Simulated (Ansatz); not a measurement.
# Te2Pb (model cell, started as rutile): following an unstable mode

Wanted: the energy along a soft mode of Te2Pb (model cell, started as rutile) and the structure at the end.

Calculated with Ansatz 0.2.0; DFT PBEsol, scalar-relativistic, plane waves, PAW.

Report form: inputs, costs, results and the conclusion, without the logs.

The structure was built from a prototype and need not be the compound's stable phase.

## Step 1: Starting point

It takes space group P4_2/mnm (No. 136, tetragonal). The conventional cell has a = 6.284 Å, b = 6.284 Å, c = 5.731 Å, α = 90.00°, β = 90.00°, γ = 90.00°. Pb has 6 Te at 3.01 to 3.20 Å nearest. Te has 1 Te at 2.86 Å and 3 Pb at 3.01 to 3.20 Å nearest. Farther neighbours, and contacts between anions beyond the nearest, are not listed.

## Step 2: Zone-centre response

The zone centre is the only wavevector solved here; it holds the modes that light can see. No field response is asked, since the mesh shows no gap.

Contents of input.yaml:

```yaml
crystal:
  lattice:
    - [6.2837440113, 0.0, 0.0]
    - [0.0, 6.2837440113, 0.0]
    - [0.0, 0.0, 5.7309201388]
  atoms:
    - { symbol: Pb, position: [0.0, 0.0, 0.0] }
    - { symbol: Pb, position: [0.5, 0.5, 0.5] }
    - { symbol: Te, position: [0.3391187516, 0.3391187516, 0.0] }
    - { symbol: Te, position: [0.6608812484, 0.6608812484, 0.0] }
    - { symbol: Te, position: [0.8391187516, 0.1608812484, 0.5] }
    - { symbol: Te, position: [0.1608812484, 0.8391187516, 0.5] }
kpoints:
  mp_grid: { grid: [6, 6, 8] }
hamiltonian:
  xc: pbesol
scf:
  occupations: { method: methfessel_paxton, width: 0.2 }
output:
  eigenvalues: true
phonons:
  method: dfpt
```

The run is started by

```sh
$ ansatz run input.yaml --threads 8 --pin off --max-ram 14336MiB --backend cpu --events-out ev --progress --plain --runs-dir out
```

Run time: 1.8 min. Hardware: 8 threads of Arm Neoverse V2, shared host; peak memory 4.2 GiB; 13 min of CPU time.

Read from the output:

```
volume per atom                                         : 37.71 Å³
gap on the k-mesh                                       : 0 eV
sum-rule residual before enforcement                    : 1.63e-4 eV/Å²
point group                                             : 4/mmm
highest optical mode at the zone centre (no LO-TO term) : 148.5 cm⁻¹
lowest optical zone-centre mode                         : -62.45 cm⁻¹
```

Patterns of degenerate modes are one choice out of their space. The modes at Γ (shares of kinetic energy by element, %) (negative means imaginary):

```tsv
mode	frequency (cm⁻¹)	symmetry	Pb %	Te %
1	-62.5	A2g	0	100
2	-57.0	B1g	0	100
3	-31.5	Eu	29	71
4	-31.5	Eu	29	71
5	-26.3	B1u	78	22
6	0.0	acoustic	45	55
7	0.0	acoustic	45	55
8	0.0	acoustic	45	55
9	44.6	Eu	79	21
10	44.6	Eu	79	21
11	45.2	A2u	55	45
12	70.8	Eg	0	100
13	70.8	Eg	0	100
14	75.8	B1u	22	78
15	114.9	Eu	48	52
16	114.9	Eu	48	52
17	137.7	B2g	0	100
18	148.5	A1g	0	100
```

Displacements in mode 1 (-62.5 cm⁻¹), the largest set to 1:
```
Pb1  0.00  0.00  0.00
Pb2  0.00  0.00  0.00
Te3 -1.00  1.00  0.00
Te4  1.00 -1.00  0.00
Te5  1.00  1.00  0.00
Te6 -1.00 -1.00  0.00
```

Displacements in mode 18 (148.5 cm⁻¹), the largest set to 1:
```
Pb1  0.00  0.00  0.00
Pb2  0.00  0.00  0.00
Te3 -1.00 -1.00  0.00
Te4  1.00  1.00  0.00
Te5 -1.00  1.00  0.00
Te6  1.00 -1.00  0.00
```

Before it was imposed, the acoustic sum rule was missed by 1.6e-4 eV/Å². Small misses are needed for a sound result but don't prove that mesh and cutoff are converged. The lowest optical mode is imaginary, 62.5i cm⁻¹, so the energy falls along it.

## Step 3: The mode frozen in, largest atomic shift 0 Å

The mode followed lies at Γ with frequency 57.0i cm⁻¹, one of the unstable modes though not the softest. At small amplitude the pattern taken leaves space group no. 58 by a symmetry search on the positions. The undistorted cell that holds it gives the zero of energy on the same k mesh.

Edit input.yaml of step 2 so:

```diff
@@ -19,4 +19,4 @@
 output:
+  forces: true
+  stress: true
   eigenvalues: true
-phonons:
-  method: dfpt
```

Wall time 4.8 s (8 threads); peak memory 1.1 GiB.

Read from the output:

```
pressure                         : 0.002470 GPa
energy from the undistorted cell : 0 meV/atom
```

The run ends at a pressure of 0.00 GPa, with forces up to 4.7e-4 eV/Å.

## Step 4: The mode frozen in, largest atomic shift 0.6 Å

The atoms are moved along the unstable eigenvector, the largest shift by 0.6 Å, with the cell fixed.

input.yaml, the sections that differ from step 3:

```yaml
crystal:
  lattice:
    - [6.2837440113, 0.0, 0.0]
    - [0.0, 6.2837440113, 0.0]
    - [0.0, 0.0, 5.7309201388]
  atoms:
    - { symbol: Pb, position: [0.0, 0.0, 0.0] }
    - { symbol: Pb, position: [0.5, 0.5, 0.5] }
    - { symbol: Te, position: [0.4066364716, 0.2716010316, 0.0] }
    - { symbol: Te, position: [0.5933635284, 0.7283989684, 0.0] }
    - { symbol: Te, position: [0.9066364716, 0.2283989684, 0.5] }
    - { symbol: Te, position: [0.0933635284, 0.7716010316, 0.5] }
# kpoints, hamiltonian, scf, output: as in step 3
```

The job ended after 7 s (8 threads; peak memory 1.3 GiB; 54 s of CPU time).

Numbers from this step:

```
pressure                         : -1.723 GPa
energy from the undistorted cell : -110.4 meV/atom
```

The energy, extrapolated to zero smearing, is -110.39 meV/atom against the undistorted cell.

The run ends at a pressure of -1.72 GPa, with forces up to 0.71 eV/Å.

## Step 5: Energy along the mode, all amplitudes (two of the runs are shown above)

An imaginary frequency means negative curvature, so the energy should fall and then rise again as anharmonic terms take over.

This step gave:

```
depth at the lowest point sampled  : 110.4 meV/atom
largest atomic shift at that point : 0.6 Å
```

The energy from the parent by largest atomic shift:

```tsv
largest atomic shift (Å)	energy from the parent (meV/atom)
0.000	0
0.040	-0.82
0.080	-3.26
0.140	-9.89
0.220	-23.2
0.320	-43.3
0.450	-71.7
0.600	-110
```

Displacement at unit largest shift by atom:

```tsv
atom	x (Å)	y (Å)	z (Å)	size
Pb1	0.000	0.000	0.000	0.000
Pb2	0.000	0.000	0.000	0.000
Te3	0.707	-0.707	0.000	1.000
Te4	-0.707	0.707	0.000	1.000
Te5	0.707	0.707	0.000	1.000
Te6	-0.707	-0.707	0.000	1.000
```

The energy still falls at the last step, so the rise lies beyond the steps tried.

## Step 6: Relaxing from the distorted cell

Starting from the lowest point found, all atoms and the cell are let go, so that strain and other modes of the same symmetry can join in.

Edit input.yaml of step 4 so:

```diff
@@ -22 +22,6 @@
   eigenvalues: true
+relax:
+  adjacent_minimum: "off"
+  f_tol: 0.002
+  max_steps: 120
+  cell: { stress_tol: 0.03 }
```

Wall time 2 min (8 threads); peak memory 1.4 GiB; 16 min of CPU time.

Relaxation path:

```tsv
step	energy less that of the first step (eV)	largest force component (eV/Å)	pressure (GPa)	volume (Å³)
1	0.0000	0.7005	-1.72	226.29
2	-0.6635	0.3079	0.14	215.00
3	-0.6641	0.4148	1.82	210.56
4	-0.8161	0.2765	0.14	215.45
5	-0.9185	0.0970	0.73	215.58
6	-0.9488	0.1793	0.46	218.98
7	-0.9472	0.2068	-0.23	220.72
8	-0.9634	0.0217	0.12	220.21
9	-0.9650	0.0285	-0.38	223.93
10	-0.9693	0.0142	0.02	221.63
11	-0.9695	0.0031	0.01	221.75
12	-0.9695	0.0021	0.00	221.82
13	-0.9695	0.0001	0.00	221.88
14*	-0.9690	0.0002	0.00	221.88
```

Relaxation steps marked * repeat the geometry before them on a plane-wave basis chosen anew for their cell, so energy and pressure can jump there. Relaxation steps 3, 7 were tried and not accepted.

Forces are held to the 8 operations that the program found; a distortion that breaks them can't arise in this run.

```tsv
conventional cell, symmetrised	before	after	change
a (Å)	6.284	5.855	-6.8 %
b (Å)	6.284	6.804	+8.3 %
c (Å)	5.731	5.570	-2.8 %
volume (Å³/atom)	37.71	36.98	-1.9 %
```

The atoms that moved most (Å, as changes of fractional coordinates times the final cell):

```tsv
atom	dx	dy	dz	length
Te6	-0.181	-0.257	0.000	0.314
Te5	0.181	0.257	0.000	0.314
Te3	0.181	-0.257	0.000	0.314
Te4	-0.181	0.257	0.000	0.314
```

The relaxed structure:

```cif
data_structure
_symmetry_space_group_name_H-M 'P 1'
_symmetry_Int_Tables_number 1
_cell_length_a 6.8039
_cell_length_b 5.8547
_cell_length_c 5.5701
_cell_angle_alpha 90.000
_cell_angle_beta 90.000
_cell_angle_gamma 90.000
_cell_volume 221.88
loop_
_atom_site_label
_atom_site_type_symbol
_atom_site_fract_x
_atom_site_fract_y
_atom_site_fract_z
_atom_site_occupancy
Pb1 Pb 0.00000 0.00000 0.00000 1
Pb2 Pb 0.50000 0.50000 0.50000 1
Te3 Te 0.43322 0.22768 0.00000 1
Te4 Te 0.56678 0.77232 0.00000 1
Te5 Te 0.93322 0.27232 0.50000 1
Te6 Te 0.06678 0.72768 0.50000 1
```

Numbers from this step:

| Property | Result |
| --- | --- |
| pressure | -0.003371 GPa |
| volume per atom | 36.98 Å³ |
| gap on the k-mesh | 0.2324 eV |

The distorted start has space group Pnnm; the relaxation ends in Pnnm.

## Step 7: The new phase in its own primitive cell

The relaxed structure is symmetrised, reduced to its primitive cell and relaxed tightly, as its phonons need.

Contents of input.yaml:

```yaml
crystal:
  lattice:
    - [5.8546611188, 0.0, 0.0]
    - [0.0, 6.8039072865, 0.0]
    - [0.0, 0.0, 5.5701047758]
  atoms:
    - { symbol: Pb, position: [0.0, 0.0, 0.0] }
    - { symbol: Pb, position: [0.5, 0.5, 0.5] }
    - { symbol: Te, position: [0.227675821, 0.4332202766, 0.0] }
    - { symbol: Te, position: [0.772324179, 0.5667797234, 0.0] }
    - { symbol: Te, position: [0.272324179, 0.9332202766, 0.5] }
    - { symbol: Te, position: [0.727675821, 0.0667797234, 0.5] }
kpoints:
  mp_grid: { grid: [6, 6, 6] }
hamiltonian:
  xc: pbesol
scf:
  occupations: { method: methfessel_paxton, width: 0.2 }
output:
  forces: true
  stress: true
  eigenvalues: true
relax:
  adjacent_minimum: "off"
  f_tol: 0.001
  max_steps: 60
  cell: { stress_tol: 0.01 }
```

It took 26 s on 8 threads; peak memory 1.2 GiB; 3.3 min of CPU time.

Little changed from the start: no atom moved by 0.005 Å and no cell edge by 0.1 %.

This step gave:

```
pressure           : -4.51e-4 GPa
volume per atom    : 36.97 Å³
gap on the k-mesh  : 0.2316 eV
direct gap on mesh : 0.3988 eV
```

The largest force component left is 0.29 meV/Å and the pressure is 0.000 GPa, within the tolerances set. The cell now holds 36.97 Å³/atom.

## Step 8: Modes of the new phase, k-mesh 6×6×6

A relaxed structure may still be a saddle point, so its zone-centre modes are computed. No field response is asked.

Contents of input.yaml:

```yaml
crystal:
  lattice:
    - [5.8548654602, 0.0, 0.0]
    - [0.0, 6.8032348494, 0.0]
    - [0.0, 0.0, 5.5695573754]
  atoms:
    - { symbol: Pb, position: [0.0, 0.0, 0.0] }
    - { symbol: Pb, position: [0.5, 0.5, 0.5] }
    - { symbol: Te, position: [0.2277347901, 0.4331569943, 0.0] }
    - { symbol: Te, position: [0.7722652099, 0.5668430057, 0.0] }
    - { symbol: Te, position: [0.2722652099, 0.9331569943, 0.5] }
    - { symbol: Te, position: [0.7277347901, 0.0668430057, 0.5] }
kpoints:
  mp_grid: { grid: [6, 6, 6] }
hamiltonian:
  xc: pbesol
scf:
  occupations: { method: methfessel_paxton, width: 0.2 }
output:
  eigenvalues: true
phonons:
  method: dfpt
```

Elapsed: 1.8 min, on 8 threads; peak memory 3.5 GiB; 14 min of CPU time.

This step gave:

```
sum-rule residual before enforcement                    : 1.41e-4 eV/Å²
point group                                             : mmm
highest optical mode at the zone centre (no LO-TO term) : 150.2 cm⁻¹
lowest optical zone-centre mode                         : -28.38 cm⁻¹
```

Patterns of degenerate modes are one choice out of their space. The modes at Γ (shares of kinetic energy by element, %) (negative means imaginary):

```tsv
mode	frequency (cm⁻¹)	symmetry	Pb %	Te %
1	-28.4	B2u	26	74
2	0.0	acoustic	45	55
3	0.0	acoustic	45	55
4	0.0	acoustic	45	55
5	23.6	Au	63	37
6	31.9	B3u	60	40
7	58.5	Au	37	63
8	60.0	B3u	58	42
9	61.3	B1u	55	45
10	62.8	B2u	62	38
11	71.6	B3u	37	63
12	71.7	B2u	67	33
13	93.8	Ag	0	100
14	95.4	B3g	0	100
15	96.5	B1g	0	100
16	97.5	B2g	0	100
17	149.8	Ag	0	100
18	150.2	B1g	0	100
```

Displacements in mode 1 (-28.4 cm⁻¹), the largest set to 1:
```
Pb1  0.59 -0.34  0.00
Pb2 -0.59 -0.34  0.00
Te3 -1.00  0.28  0.00
Te4 -1.00  0.28  0.00
Te5  1.00  0.28  0.00
Te6  1.00  0.28  0.00
```

Displacements in mode 14 (95.4 cm⁻¹), the largest set to 1:
```
Pb1  0.00  0.00  0.00
Pb2  0.00  0.00  0.00
Te3  0.00  0.00 -1.00
Te4  0.00  0.00  1.00
Te5  0.00  0.00 -1.00
Te6  0.00  0.00  1.00
```

Before it was imposed, the acoustic sum rule was missed by 1.4e-4 eV/Å². Small misses are needed for a sound result but don't prove that mesh and cutoff are converged. The lowest optical mode is imaginary, 28.4i cm⁻¹, so the energy falls along it.

## Step 9: The phases reached

The phases reached along the modes that were followed are set side by side.

Energies are those of the first relaxation, on the mesh of the frozen mode; space group, volume and gap are those of the last relaxation. Phases, by row:

```tsv
mode frozen in	space group	energy from parent (meV/atom)	volume (Å³/atom)	gap on mesh (eV)	lowest zone-centre optical mode (cm⁻¹)	largest shift (Å)
parent	P4_2/mnm	0	37.72	0	–	–
q = (0, 0, 0), 62i cm⁻¹	P4_2/m	-102.4	37.35	0	-20.3	0.688
q = (0, 0, 0), 57i cm⁻¹	Pnnm	-271.3	36.97	0.232	-28.4	0.914
```

## Step 10: What came out

```yaml
unstable_mode_of_the_parent: q = (0, 0, 0), 57i cm⁻¹
depth_at_the_lowest_point_sampled: 110 meV/atom
largest_atomic_shift_at_that_point: 0.6 Å
space_group_reached: Pnnm
energy_gained_over_the_parent_first_relaxation_on_the_mesh_of_the_frozen_mode: 271 meV/atom
volume_per_atom_phase_reached: 37.0 Å³
gap_on_the_k_mesh_phase_reached: 0.232 eV
lowest_optical_zone_centre_mode_phase_reached: -28.4 cm⁻¹
highest_optical_mode_at_the_zone_centre_no_lo_to_term_phase_reached: 150 cm⁻¹
```

In words: Along this mode the structure falls into Pnnm, 271 meV/atom below the parent. At the parent's cell the well is 110.4 meV/atom deep on the steps tried, with its lowest point at a shift of 0.6 Å. That is the last step tried, so the steps alone don't bracket the bottom of the well. Relaxing atoms and cell changes the gain by +160.89 meV/atom against the lowest step (energies at zero smearing). The new phase still has an imaginary mode at the zone centre of its cell, so it is a saddle point on the way to a lower structure. Of the 2 patterns followed from this parent, this one reaches the lowest energy. Each path keeps the symmetry of its pattern, so a lower phase may lie along a pattern not tried. With no gap, or one that is small against the smearing, the frequencies hang on the k mesh and the smearing, most of all near Kohn anomalies. A semilocal functional can close a gap that the real compound would have, so the metallic treatment may be an artefact of the level. Spin-orbit coupling is left out, which can matter for the heavy elements here. The starting cell was built on a prototype and not taken from a measurement, so the phase need not exist.

[Long decimals in the printed logs are rounded to 6 places.]

[Logs are printed without paths, hosts, clocks, repeated set-up lines and the standing remarks that a program may print on its own settings, such as how far it seeks lower states.]

[Hosts, paths, dates, database ids (printed as entryN), source tags and the programs' standing remarks are cut or masked in the printed files.]

[Where the starting crystal was built by hand or by swapping elements, it need not be the compound's stable phase.]
